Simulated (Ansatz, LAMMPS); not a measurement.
# Amorphous Si at 2.36 g/cm^3 (80 atoms): relaxation and levels of theory

Which bonds does the relaxation leave, and how do the Kohn-Sham gap, forces and pressure change with functional?

Calculated with Ansatz 0.2.0: Kohn-Sham DFT, PBE, PAW (set soft_2), plane waves; cutoff 420 eV, Γ point, fermi-dirac smearing of 0.025 eV.

In doubt: the hybrid run may have settled on a false gap or state (Ansatz), so the values of those runs are not to be relied on; a hybrid run on one k-point (Ansatz), which bears on gaps.

**The cell**

Density at the start: 2.36 g/cm³. The cell holds 80 atoms: 80 Si. Its edges and angles: a = 11.651 Å, b = 11.651 Å, c = 11.651 Å, α = 90.0°, β = 90.0°, γ = 90.0°. 80 atoms (80 Si) placed at random at 2.36 g/cm³, melted at 2500 K for 10 ps at fixed volume with the modified Tersoff potential (Kumagai, Izumi, Hara and Sakai, Comput. Mater. Sci. 39, 457 (2007)). Quenched from 2500 K to 300 K at 10 K/ps and fixed volume, annealed at 800 K for 20 ps, held 5 ps, then minimised at fixed cell.

The atoms were relaxed with PBE. The walk converged after 8 steps, with a largest force component of 0.0293 eV/Å; it began at an r.m.s. force component of 0.22 eV/Å. The energy fell by 18.7 meV an atom.

The input of the reference single point:

```yaml
crystal:
  lattice:
    - [11.651, 0.0, 0.0]
    - [0.0, 11.651, 0.0]
    - [0.0, 0.0, 11.651]
  atoms:
    - { symbol: Si, position: [0.47499, 0.71205, 0.68528] }
    - { symbol: Si, position: [0.6143, 0.22652, 0.69535] }
    - { symbol: Si, position: [0.62955, 0.89136, 0.44612] }
    - { symbol: Si, position: [0.87433, 0.81161, 0.09808] }
    [... 74 atom lines left out ...]
    - { symbol: Si, position: [0.81291, 0.38465, 0.31087] }
    - { symbol: Si, position: [0.64587, 0.47845, 0.52759] }
kpoints:
  mp_grid: { grid: [1, 1, 1] }
hamiltonian:
  xc: pbe
scf:
  occupations: { method: fermi_dirac, width: 0.025 }
output:
  forces: true
  stress: true
  populations: true
  dos:
    method: { smearing: { sigma: 0.08 } }
    de: 0.05
    projected: { site_lists: { Si: [Si] } }
  eigenvalues: true
  write_density: true
  write_potential: true
  volumetric_format: npy
```

**Bonds after relaxation**

Bonds by pair of elements; cutoffs follow the first minimum of g(r), held within bounds set by covalent radii, and pairs that aren't listed don't count as bonded:

```
pair A-B  cutoff (Å)  bonds  mean length (Å)  spread (Å)  shortest (Å)  B about A  A about B
   Si-Si        2.77    162             2.37       0.059          2.25       4.05       4.05
```

How many atoms have how many bonded neighbours:

```
element  mean  3   4  5
     Si  4.05  2  72  6
```

**Levels of theory**

Single points at the relaxed geometry:

| functional | k-mesh | Kohn-Sham gap (eV) | pressure (GPa) | r.m.s. force component (eV/Å) | SCF cycles | time |
| --- | --- | --- | --- | --- | --- | --- |
| PBE | 1×1×1 | 0.236 | 2.35 | 0.005 | 10 | 44 s |
| r2SCAN | 1×1×1 | 0.261 | 1.30 | 0.058 | 10 | 88 s |
| PBEsol | 1×1×1 | 0.235 | 0.43 | 0.015 | 10 | 31 s |

The gap is that between the highest filled and lowest empty Kohn-Sham level on the run's k-points. Cutoffs: 420 eV for PBE and PBEsol; 500 eV for r2SCAN. Times come from shared hosts and are rough.

**Findings**

By these cutoffs 90 % of Si atoms have 4 neighbours. The Kohn-Sham gap is 0.24 eV with PBE on the 1×1×1 mesh. On the reference's mesh the gap changes with r2SCAN by +0.02 eV and PBEsol by under 0.01 eV. Against the reference the pressure changes with r2SCAN by -1.1 GPa and PBEsol by -1.9 GPa; a negative change means a smaller volume than PBE would take.

Limits: 1 converged run is left out of the tables as doubtful: HSE06 on 1×1×1 (the hybrid may have settled on a false gap or state). All single points share the geometry relaxed with PBE. The density was set when the cell was made, as one point of a scan, and needn't be that of the real material. One sample; tail or defect levels can set the gap of a disordered cell. The quench rate of 10 K/ps is many orders above laboratory rates, so the cell is likely richer in defects and strain than a real sample. The network of bonds at the start is that of the classical potential that made the cell, and needn't be the one that DFT or experiment would give.

[Logs are printed without paths, hosts, clocks, repeated set-up lines and the standing remarks that a program may print on its own settings, such as how far it seeks lower states.]

[Hosts, paths, dates, database ids (printed as entryN), source tags and the programs' standing remarks are cut or masked in the printed files.]
